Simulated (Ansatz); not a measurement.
# Ge (Fd-3m, 2 atoms in the cell): modes against uniaxial strain along [110]

Aim: how do the optical modes of Ge (Fd-3m, 2 atoms in the cell) shift and split under this strain?

Program: Ansatz 0.2.0. Level of theory: DFT LDA, scalar-relativistic, plane waves, PAW; PAW set soft_1. Results are calculated unless marked as measured.

## Step 1: Set-up

Symmetry: Fd-3m, No. 227, cubic system. Conventional cell: a = 5.658 Å, b = 5.658 Å, c = 5.658 Å, α = 90.00°, β = 90.00°, γ = 90.00°. Ge has 4 Ge at 2.45 Å nearest.

As a file:

```cif
data_structure
_symmetry_space_group_name_H-M 'Fd-3m:1'
_symmetry_Int_Tables_number 227
_cell_length_a 5.6578
_cell_length_b 5.6578
_cell_length_c 5.6578
_cell_angle_alpha 90.000
_cell_angle_beta 90.000
_cell_angle_gamma 90.000
_cell_volume 181.11
loop_
_atom_site_label
_atom_site_type_symbol
_atom_site_symmetry_multiplicity
_atom_site_Wyckoff_symbol
_atom_site_fract_x
_atom_site_fract_y
_atom_site_fract_z
_atom_site_occupancy
Ge1 Ge 8 a 0.50000 0.00000 0.50000 1
```

## Step 2: Relaxation

Harmonic phonons are second derivatives at a point where the forces vanish, and they are wanted at zero stress, so atoms and cell are relaxed first.

File input.yaml:

```yaml
crystal:
  lattice:
    - [0.0, 2.82891, 2.82891]
    - [2.82891, 0.0, 2.82891]
    - [2.82891, 2.82891, 0.0]
  atoms:
    - { symbol: Ge, position: [0.5, 0.5, 0.5] }
    - { symbol: Ge, position: [0.75, 0.75, 0.75] }
kpoints:
  mp_grid: { grid: [14, 14, 14] }
hamiltonian:
  xc: lda
  pseudopotentials: { kind: paw, azcp: { folder: soft_1 }, xc_functional: pbe }
scf:
  occupations: { method: gaussian, width: 0.1 }
output:
  forces: true
  stress: true
  eigenvalues: true
relax:
  adjacent_minimum: "off"
  f_tol: 0.005
  max_steps: 80
  cell: { stress_tol: 0.05 }
```

Command:

```
$ ansatz run input.yaml --threads 4 --pin off --max-ram 10240MiB --backend cpu --events-out ev --progress --plain --runs-dir out
```

Numbers of over 12 decimals in the logs are rounded to 6 here.

Output:

```text
Engine: ansatz 0.2.0, x86_64-unknown-linux-gnu
Pseudopotentials: kind: paw
Pseudopotential: Ge, paw, valence charge 14, recommended cutoff 420 eV (normal), soft_1/Ge.paw.azcp
Functional definition: SPW92
  exchange = slater_x
  correlation = pw_c
Crystal: 2 atoms, lattice volume = 45.278 Å³
Basis set: ecut = 420 eV, 893 PW (Γ)
Bands: 18, of which v1, the nominal top of the filled ones, is band 14 counted from 1 (13 counted from 0)
Symmetry: 48 space group operations
Space group: Fd-3m (ITA 227), of the structure as read, at distance tolerance 3.6e-5 Å
k-points: 104 of 2744
Non-local potential: Ge, projectors of the file, l = 0: 2, l = 1: 2, l = 2: 3, l = 3: 1
PAW form: soft (Blöchl's): semilocal exchange-correlation on the pseudo side does not see the compensation charge
PAW frozen core: Ge, regenerated for the run's functional, and the local potential with it (the file was generated under x = pbe(κ = 0.804, μ = 0.219515), c = pbe(β = 0.066725))
PAW one-centre angular grid: Ge, 590 points (default); XC on 64 Gauss nodes
Initial density: superposition of atomic densities (chi_scale 0.1, normalization cell)
Initial wavefunctions: pseudopotential atomic-orbital guess
Functional: x = slater, c = lda
SCF iter   1: F=—  HF=-8431.583316 eV  |F-HF|=—  |Δ(HF+E_count)|=         —  Δρ=3.46e-2  dr2=4.97e-1  ethr=3.10e-3  ⟨swp⟩=5.6  Hψ=8832  notcnv=0
preconditioner: auto → none  [insulator: Δε(μ)=0.189 eV  Ē_g=23.401 eV  σ=0.100 eV  W_gap=0.71  n_scr=14 (ndim 8)  ℏωp=29.2 eV  f_vac=0.000  D(μ)=0.02/eV (n_scr^D=0)  ε∞_Penn≈2.6]
SCF iter   2: F=—  HF=-8431.465385 eV  |F-HF|=—  |Δ(HF+E_count)|=   1.18e-1  Δρ=1.57e-2  dr2=8.10e-2  ethr=1.77e-3  ⟨swp⟩=2.0  Hψ=3115  notcnv=0
SCF iter   3: F=—  HF=-8431.450982 eV  |F-HF|=—  |Δ(HF+E_count)|=   1.44e-2  Δρ=2.20e-3  dr2=5.58e-4  ethr=2.89e-4  ⟨swp⟩=2.0  Hψ=2703  notcnv=0
SCF iter   4: F=—  HF=-8431.451177 eV  |F-HF|=—  |Δ(HF+E_count)|=   1.95e-4  Δρ=4.87e-4  dr2=8.31e-5  ethr=1.99e-6  ⟨swp⟩=2.0  Hψ=3071  notcnv=0
SCF iter   5: F=—  HF=-8431.450957 eV  |F-HF|=—  |Δ(HF+E_count)|=   2.20e-4  Δρ=5.67e-5  dr2=7.63e-7  ethr=2.97e-7  ⟨swp⟩=2.0  Hψ=3331  notcnv=0
SCF iter   6: F=—  HF=-8431.450954 eV  |F-HF|=—  |Δ(HF+E_count)|=   3.09e-6  Δρ=3.70e-5  dr2=3.07e-7  ethr=3.57e-10  ⟨swp⟩=6.1  Hψ=8751  notcnv=0
SCF iter   7: F=-8431.450954 eV  HF=-8431.450954 eV  |F-HF|=1.15e-8  |Δ(HF+E_count)|=   3.22e-7  Δρ=4.73e-6  dr2=4.40e-9  ethr=3.57e-10  ⟨swp⟩=3.0  Hψ=7079  notcnv=0
SCF 1 converged in 7 iterations: F = -8431.450954 eV  dr2 = 4.40e-9
  greatest PAW one-centre occupation: 0.998 electrons in one spin orbital (limit 2), on the Ge atom at site 1 (counted from 0), in its partial waves of l = 2
relax step   1: F+E_penalty+E_count = -8431.45095365 eV  Δ(F+E_penalty+E_count) = +0.000e0 eV  max|allowed force component| = 9.252e-18 eV/Å  Δτ_max = 0.0000 Å  P = -1.315 GPa  Ω = 45.278 Å³  (7 SCF iters, dr2 threshold 1.00e-7 eV, accepted)
Crystal: 2 atoms, lattice volume = 44.578 Å³
Initial density: handed on by an earlier stage of this run
Initial wavefunctions: those handed on with the density
iter 1 solved again at ethr=1.26e-6 eV; its pass at ethr=3.10e-3 eV (dr2=3.53e-4 eV) is discarded
SCF iter   1: F=—  HF=-8431.454651 eV  |F-HF|=—  |Δ(HF+E_count)|=         —  Δρ=7.81e-4  dr2=3.33e-4  ethr=1.26e-6  ⟨swp⟩=2.0  Hψ=10743  notcnv=0
preconditioner: auto → Kerker (q_TF=auto, 2.525 Å⁻¹)  [metal: Δε(μ)=0.099 eV  Ē_g=23.561 eV  σ=0.100 eV  W_gap=0.48  n_scr=14 (ndim 8)  ℏωp=29.4 eV  f_vac=0.055  D(μ)=0.04/eV (n_scr^D=0)]
SCF iter   2: F=—  HF=-8431.454605 eV  |F-HF|=—  |Δ(HF+E_count)|=   4.59e-5  Δρ=5.27e-4  dr2=1.75e-4  ethr=1.19e-6  ⟨swp⟩=1.0  Hψ=1872  notcnv=0
SCF iter   3: F=—  HF=-8431.454564 eV  |F-HF|=—  |Δ(HF+E_count)|=   4.15e-5  Δρ=1.34e-4  dr2=1.44e-5  ethr=6.25e-7  ⟨swp⟩=2.3  Hψ=2266  notcnv=0
SCF iter   4: F=—  HF=-8431.454560 eV  |F-HF|=—  |Δ(HF+E_count)|=   4.02e-6  Δρ=8.48e-5  dr2=3.30e-6  ethr=5.13e-8  ⟨swp⟩=2.0  Hψ=3329  notcnv=0
SCF iter   5: F=-8431.454561 eV  HF=-8431.454561 eV  |F-HF|=1.05e-8  |Δ(HF+E_count)|=   8.03e-7  Δρ=1.37e-5  dr2=7.78e-8  ethr=7.14e-10  ⟨swp⟩=3.3  Hψ=7860  notcnv=0
SCF 2 converged in 5 iterations: F = -8431.454561 eV  dr2 = 7.78e-8
relax step   2: F+E_penalty+E_count = -8431.45456057 eV  Δ(F+E_penalty+E_count) = -3.607e-3 eV  max|allowed force component| = 1.388e-17 eV/Å  Δτ_max = 0.0000 Å  P = -0.258 GPa  Ω = 44.578 Å³  energy of the carried Pulay correction = +1.351e-4 eV  (5 SCF iters, dr2 threshold 2.00e-7 eV, accepted)
Crystal: 2 atoms, lattice volume = 44.410 Å³
iter 1 solved again at ethr=8.45e-8 eV; its pass at ethr=3.10e-3 eV (dr2=2.36e-5 eV) is discarded
SCF iter   1: F=—  HF=-8431.454730 eV  |F-HF|=—  |Δ(HF+E_count)|=         —  Δρ=1.92e-4  dr2=2.14e-5  ethr=8.45e-8  ⟨swp⟩=2.0  Hψ=10513  notcnv=0
preconditioner: auto → none  [insulator: Δε(μ)=0.108 eV  Ē_g=23.575 eV  σ=0.100 eV  W_gap=0.52  n_scr=14 (ndim 8)  ℏωp=29.5 eV  f_vac=0.058  D(μ)=0.04/eV (n_scr^D=0)  ε∞_Penn≈2.6]
SCF iter   2: F=—  HF=-8431.454725 eV  |F-HF|=—  |Δ(HF+E_count)|=   5.21e-6  Δρ=8.41e-5  dr2=3.20e-6  ethr=7.63e-8  ⟨swp⟩=1.7  Hψ=1990  notcnv=0
SCF iter   3: F=-8431.454725 eV  HF=-8431.454725 eV  |F-HF|=1.04e-7  |Δ(HF+E_count)|=   3.65e-7  Δρ=2.15e-5  dr2=6.43e-8  ethr=5.97e-10  ⟨swp⟩=3.2  Hψ=7759  notcnv=0
SCF 3 converged in 3 iterations: F = -8431.454725 eV  dr2 = 6.43e-8
relax step   3: F+E_penalty+E_count = -8431.45472465 eV  Δ(F+E_penalty+E_count) = -1.641e-4 eV  max|allowed force component| = 4.626e-17 eV/Å  Δτ_max = 0.0000 Å  P = +0.009 GPa  Ω = 44.410 Å³  energy of the carried Pulay correction = +1.678e-4 eV  (3 SCF iters, dr2 threshold 1.67e-7 eV, accepted)
Initial wavefunctions: pseudopotential atomic-orbital guess (no wavefunctions were taken with the density)
iter 1 solved again at ethr=2.02e-7 eV; its pass at ethr=3.10e-3 eV (dr2=5.66e-5 eV) is discarded
SCF iter   1: F=—  HF=-8431.454557 eV  |F-HF|=—  |Δ(HF+E_count)|=         —  Δρ=2.24e-5  dr2=5.01e-8  ethr=2.02e-7  ⟨swp⟩=2.4  Hψ=12985  notcnv=0
preconditioner: auto → none  [insulator: Δε(μ)=0.107 eV  Ē_g=23.574 eV  σ=0.100 eV  W_gap=0.52  n_scr=14 (ndim 8)  ℏωp=29.5 eV  f_vac=0.059  D(μ)=0.04/eV (n_scr^D=0)  ε∞_Penn≈2.6]
SCF iter   2: F=—  HF=-8431.454558 eV  |F-HF|=—  |Δ(HF+E_count)|=   1.02e-6  Δρ=1.03e-5  dr2=2.19e-8  ethr=1.79e-10  ⟨swp⟩=2.0  Hψ=3333  notcnv=0
SCF iter   3: F=—  HF=-8431.454558 eV  |F-HF|=—  |Δ(HF+E_count)|=   2.56e-9  Δρ=4.66e-6  dr2=3.11e-9  ethr=7.81e-11  ⟨swp⟩=2.8  Hψ=3507  notcnv=0
SCF iter   4: F=—  HF=-8431.454558 eV  |F-HF|=—  |Δ(HF+E_count)|=  5.24e-10  Δρ=4.38e-7  dr2=3.35e-11  ethr=1.11e-11  ⟨swp⟩=2.8  Hψ=3462  notcnv=0
SCF iter   5: F=-8431.454558 eV  HF=-8431.454558 eV  |F-HF|=1.82e-12  |Δ(HF+E_count)|=  2.18e-11  Δρ=3.65e-8  dr2=2.01e-13  ethr=1.00e-12  ⟨swp⟩=5.0  Hψ=7055  notcnv=0
SCF 4 converged in 5 iterations: F = -8431.454558 eV  dr2 = 2.01e-13
relax step   4: F+E_penalty+E_count = -8431.45455762 eV  Δ(F+E_penalty+E_count) = +1.670e-4 eV  max|allowed force component| = 1.388e-17 eV/Å  Δτ_max = 0.0000 Å  P = +0.008 GPa  Ω = 44.410 Å³  stress off target by 7.99e-3 GPa  SCF on the basis re-selected at this cell (its energy is not comparable with the rows above)  (5 SCF iters)
basis re-selected at this cell: Δ(F+E_penalty+E_count) = +1.670e-4 eV, ΔP = -0.001 GPa vs the last step (what re-selecting the basis moved, of the pressure what is left beyond the Pulay correction that the steps carried, after the strain that the cell walked since its last selection, with what the two solves' SCF thresholds leave and, on support functions, any second-order correction that the steps lacked; it is no m [...]
SCF converged after 5 iterations
Free energy (F): -8431.454558 eV
Harris-Foulkes:  -8431.454558 eV  (|F-HF|=1.82e-12)
Internal energy: -8431.454346 eV  (E = F + TS)
E sigma→0 (E₀):  -8431.454452 eV
Entropy (-TS):   -0.000211 eV (-0.106 meV/atom)
Fermi energy:    8.511995 eV
--- Per-component energies (eV) ---
  E_band       = -305.035525
  E_kinetic    = 187.155336
  E_local      = -4483.568791  (includes V_loc(G=0)·N_el)
  E_nonlocal   = 442.109621
  E_hartree    = 2135.896765
  E_xc         = -143.191287
  E_vxc        = -131.725126  (∫ρ·V_xc dr)
  E_paw        = -3869.139440  (= ΣΔE_a)
  E_vpaw       = -590.800097  (= ΣTr[D̂ρ^β])
  E_aug_tail   = 0.000030  (compensation charges beyond the density's cutoff)
  E_ewald      = -2704.533233
  E_core_change = 3.816653  (= ΣΔE_core)
  E_smearing   = -0.000211  (= −TS)
  E_closure    = -0.000000  (closes the sum)
  Σ components = -8431.454558   (vs F -8431.454558, Δ=0.00e0)
--- Forces (eV/Å), atoms counted from 1 ---
  atom   1  Ge    -0.00000000    -0.00000000    -0.00000000
  atom   2  Ge    -0.00000000     0.00000000     0.00000000
  max |Σ_I F_I| component: 6.48e-17 eV/Å
--- Stress (GPa, compression-positive) ---
        0.007987      -0.000000      -0.000000
       -0.000000       0.007987      -0.000000
       -0.000000      -0.000000       0.007987
  P = ⅓ Tr σ = 0.0080 GPa (0.080 kbar)
--- Band table (eV; the first three rows and the last of 104) ---
  k-point 0: bands = [... 10 lower, -4.4755, 8.4767, 8.4858, 8.4858, 8.4858, 11.0224, 11.0224, 11.0224]
  k-point 1: bands = [... 10 lower, -4.4121, 7.1506, 8.3562, 8.3562, 9.3625, 11.1943, 11.1943, 11.3005]
  k-point 2: bands = [... 10 lower, -4.2234, 5.7293, 8.0610, 8.0610, 9.4592, 11.5857, 11.5857, 12.2359]
  k-point 103: bands = [... 10 lower, -0.4280, -0.4280, 4.5128, 4.5128, 12.1310, 12.1310, 13.8650, 13.8650]
--- Relaxed structure (3 steps of the walk, 3 accepted, 1 SCFs on fresh bases) ---
  F+E_penalty+E_count = -8431.45455762 eV   max|allowed force component| = 1.388e-17 eV/Å   (the final SCF, on the basis selected at the relaxed cell)
  cell:  # Å, volume = 44.4098 Å³
    - [0, 2.810711, 2.810711]
    - [2.810711, 0, 2.810711]
    - [2.810711, 2.810711, 0]
  atoms:
    - { symbol: Ge, position: [0.5, 0.5, 0.5] }
    - { symbol: Ge, position: [0.75, 0.75, 0.75] }
```

Run time: 3.9 s. Hardware: 4 threads of Intel Xeon 6975P-C (Granite Rapids), shared host; peak memory 0.4 GiB.

Step by step:

| step | energy less that of the first step (eV) | largest force component (eV/Å) | pressure (GPa) | volume (Å³) |
| --- | --- | --- | --- | --- |
| 1 | 0.0000 | 0.0000 | -1.32 | 45.28 |
| 2 | -0.0036 | 0.0000 | -0.26 | 44.58 |
| 3 | -0.0038 | 0.0000 | 0.01 | 44.41 |
| 4* | -0.0036 | 0.0000 | 0.01 | 44.41 |

Relaxation steps marked * repeat the geometry before them on a plane-wave basis chosen anew for their cell, so energy and pressure can jump there.

Forces are held to the 48 operations that the run works with; a distortion that breaks them can't arise in this run.

| conventional cell, symmetrised | before | after | change |
| --- | --- | --- | --- |
| a (Å) | 5.658 | 5.621 | -0.6 % |
| b (Å) | 5.658 | 5.621 | -0.6 % |
| c (Å) | 5.658 | 5.621 | -0.6 % |
| volume (Å³/atom) | 22.64 | 22.20 | -1.9 % |

Final coordinates:

```xyz
2
Lattice="0.0000 2.8107 2.8107 2.8107 0.0000 2.8107 2.8107 2.8107 0.0000" Properties=species:S:1:pos:R:3 pbc="T T T"
Ge    2.8107    2.8107    2.8107
Ge    4.2161    4.2161    4.2161
```

This step gave:

```yaml
pressure: 0.007987 GPa
volume_per_atom: 22.20 Å³
gap_on_the_k_mesh: 0 eV
```

In this step the volume went from 22.64 to 22.20 Å³/atom.

## Step 3: Tight relaxation

At this level the gap closes at Γ, and partly filled states there would soften the modes. So, after a tight relaxation on a Γ-centred mesh that is not shown, the volume is relaxed again on 12×12×12 points shifted off Γ, the mesh of all runs that follow.

input.yaml, the sections that differ from step 2:

```yaml
crystal:
  lattice:
    - [0.0, 2.8107113466, 2.8107113466]
    - [2.8107113466, 0.0, 2.8107113466]
    - [2.8107113466, 2.8107113466, 0.0]
  atoms:
    - { symbol: Ge, position: [0.5, 0.5, 0.5] }
    - { symbol: Ge, position: [0.75, 0.75, 0.75] }
kpoints:
  mp_grid: { grid: [12, 12, 12], shift: [0.5, 0.5, 0.5] }
scf:
  occupations: { method: gaussian, width: 0.015 }
relax:
  adjacent_minimum: "off"
  f_tol: 0.001
  max_steps: 60
  cell: { stress_tol: 0.01, fix: [shape] }
# hamiltonian, output: as in step 2
```

Output:

```text
[...]
k-point 181: bands = [... 10 lower, -2.2765, 0.7821, 6.2364, 6.9361, 9.3574, 12.0809, 12.4847, 15.8457]
--- Relaxed structure (2 steps of the walk, 2 accepted, 1 SCFs on fresh bases) ---
[...]
cell:  # Å, volume = 44.4113 Å³
    - [0, 2.810743, 2.810743]
    - [2.810743, 0, 2.810743]
    - [2.810743, 2.810743, 0]
  atoms:
    - { symbol: Ge, position: [0.499976, 0.499976, 0.499976] }
    - { symbol: Ge, position: [0.750024, 0.750024, 0.750024] }
[key lines of the parts left out:]
SCF converged after 6 iterations
Free energy (F): -8431.455100 eV
Fermi energy:    8.522252 eV
P = ⅓ Tr σ = 0.0007 GPa (0.007 kbar)
```

Wall time 4.7 s (4 threads); peak memory 0.45 GiB; 16 s of CPU time.

Little changed from the start: no atom moved by 0.005 Å and no cell edge by 0.1 %.

Numbers from this step:

```yaml
pressure: 6.63e-4 GPa
gap_on_the_k_mesh: 0.1678 eV
volume_per_atom: 22.21 Å³
```

The largest force component left is 0.27 meV/Å and the pressure is 0.001 GPa, within the tolerances set. The cell now holds 22.21 Å³/atom.

## Step 4: Zone-centre response at rest

Phonons follow from the second derivative of the energy, found here by linear response.

The modes at rest are the reference of the series.

input.yaml, the sections that differ from step 3:

```yaml
crystal:
  lattice:
    - [0.0, 2.8107426723, 2.8107426723]
    - [2.8107426723, 0.0, 2.8107426723]
    - [2.8107426723, 2.8107426723, 0.0]
  atoms:
    - { symbol: Ge, position: [0.4999761676, 0.4999761676, 0.4999761676] }
    - { symbol: Ge, position: [0.7500238324, 0.7500238324, 0.7500238324] }
output:
  eigenvalues: true
phonons:
  method: dfpt
# kpoints, hamiltonian, scf: as in step 3
# relax: removed
```

Output:

```text
[...]
Crystal: 2 atoms, lattice volume = 44.411 Å³
Basis set: ecut = 420 eV, 893 PW (Γ), exchange–correlation on 64×64×64 points (8 copies of the dense FFT grid, shifted against one another)
Bands: 18, of which v1, the nominal top of the filled ones, is band 14 counted from 1 (13 counted from 0)
Symmetry: 12 space group operations
k-points: 468 of 1728 (irreducible under 2 space group operations, time reversal used)
[...]
SCF iter   1: F=—  HF=-8431.592149 eV  |F-HF|=—  |Δ(HF+E_count)|=         —  Δρ=3.54e-2  dr2=5.09e-1  ethr=3.10e-3  ⟨swp⟩=6.0  Hψ=39352  notcnv=0
[...]
SCF iter   8: F=-8431.455100 eV  HF=-8431.455100 eV  |F-HF|=3.64e-12  |Δ(HF+E_count)|=   4.51e-9  Δρ=1.21e-7  dr2=4.28e-12  ethr=1.00e-12  ⟨swp⟩=4.3  Hψ=45088  notcnv=0
SCF 1 converged in 8 iterations: F = -8431.455100 eV  dr2 = 4.28e-12
[...]
DFPT response loops at Γ: preconditioner auto → none (the input reference at scf.mixing.eps_inf says where Resta's filter doesn't serve); β = 0.50; Broyden in place of MSR1
SCF converged after 8 iterations
Free energy (F): -8431.455100 eV
[...]
Internal energy: -8431.455100 eV  (E = F + TS)
E sigma→0 (E₀):  -8431.455100 eV
Fermi energy:    8.522252 eV
[...]
--- Band table (eV; the first three rows and the last of 468) ---
  k-point 0: bands = [... 10 lower, -4.4541, 7.7287, 8.4379, 8.4379, 9.0886, 11.0845, 11.0845, 11.1041]
  k-point 1: bands = [... 10 lower, -4.3393, 6.5394, 7.9478, 8.3614, 9.6522, 11.2056, 11.2871, 11.8371]
  k-point 2: bands = [... 10 lower, -4.0563, 4.9584, 7.4965, 8.0339, 9.5697, 11.6322, 11.8915, 12.9749]
  k-point 467: bands = [... 10 lower, -2.3337, 0.7701, 6.7979, 7.0055, 8.8595, 12.1487, 12.3051, 15.5800]
--- Phonons (Γ-DFPT): 1 representative perturbation + reference, on 468 of 1728 k-points (Σ response iterations 3) ---
  k mesh reduced under 2 symmetry operations, with k and −k counted as one. Each operation leaves every solved perturbation unchanged. A smaller set is not used because it would not reduce the number of displacements times k-points to solve
  ASR residual: 7.894e-5 → 0.000e0 eV/Å²; symmetrization residual: 1.489e-12 eV/Å²
  ASR residual per site (eV/Å²): 7.89e-5 7.89e-5
  Γ frequencies (cm⁻¹): 0.00 0.00 0.00 293.87 293.87 293.91
  non-analytic LO–TO correction: not included (Born effective charges unavailable; polar crystals: no LO–TO splitting at Γ)
```

Elapsed: 13 s, on 4 threads; peak memory 1.3 GiB.

In the SCF lines HF is the Harris–Foulkes energy and dr2 the Hartree energy of the density residual, in eV; the loop may stop once dr2 is under the threshold and the program's other checks hold. Hψ counts applications of the Hamiltonian.

Numbers from this step:

```yaml
sum_rule_residual_before_enforcement: 7.89e-5 eV/Å²
highest_optical_mode_at_the_zone_centre_no_lo_to_term: 293.9 cm⁻¹
lowest_optical_zone_centre_mode: 293.9 cm⁻¹
```

Patterns of degenerate modes are one choice out of their space. Modes at Γ:

| mode | frequency (cm⁻¹) |
| --- | --- |
| 1 | 0.0 |
| 2 | 0.0 |
| 3 | 0.0 |
| 4 | 293.9 |
| 5 | 293.9 |
| 6 | 293.9 |

Displacements in mode 4 (293.9 cm⁻¹), the largest set to 1:
```
Ge1  0.00  1.00 -1.00
Ge2  0.00 -1.00  1.00
```

Before it was imposed, the acoustic sum rule was missed by 7.9e-5 eV/Å². Small misses are needed for a sound result but don't prove that mesh and cutoff are converged. The lowest optical mode is real, 294 cm⁻¹.

[end of part 1 of 2]

[Logs are printed without paths, hosts, clocks, repeated set-up lines and the standing remarks that a program may print on its own settings, such as how far it seeks lower states.]

[Hosts, paths, dates, database ids (printed as entryN), source tags and the programs' standing remarks are cut or masked in the printed files.]
